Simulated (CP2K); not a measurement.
The C K edge of 3-borylpyrrole was computed by TDDFT (CP2K XAS_TDP, aug-cc-pVDZ, TDA) at these levels: BHandHLYP, PBEh(45%) and PBEh(45%) + GW2X. The first three lines of C2 (bonded to B and 2 C) with a strength over 0.0015, energy in eV and strength:

```csv
run,first,second,third
1,280.96 (0.008),282.70 (0.039),283.76 (0.008)
2,286.56 (0.008),288.30 (0.038),289.35 (0.007)
3,283.19 (0.012),284.71 (0.041),286.03 (0.005)
```

Question: Which run is which?

Run 1: PBEh(45%) (45 % exact exchange). Run 2: PBEh(45%) + GW2X (45 % exact exchange). Run 3: BHandHLYP (50 % exact exchange). Self-interaction lifts the core level, so the uncorrected lines rise with the share of exact exchange. The GW2X run keeps the spacings of its parent: 1.74 eV between the first two lines in run 2, 1.74 eV in run 1. Its shift is +5.60 eV, since the Kohn–Sham level at this share of exchange lies that far above the quasiparticle level.

[Banner, clock and machine lines of the logs are left out without a mark of their own.]

[Logs are printed without paths, hosts, clocks, repeated set-up lines and the standing remarks that a program may print on its own settings, such as how far it seeks lower states.]

[Hosts, paths, dates, database ids (printed as entryN), source tags and the programs' standing remarks are cut or masked in the printed files.]
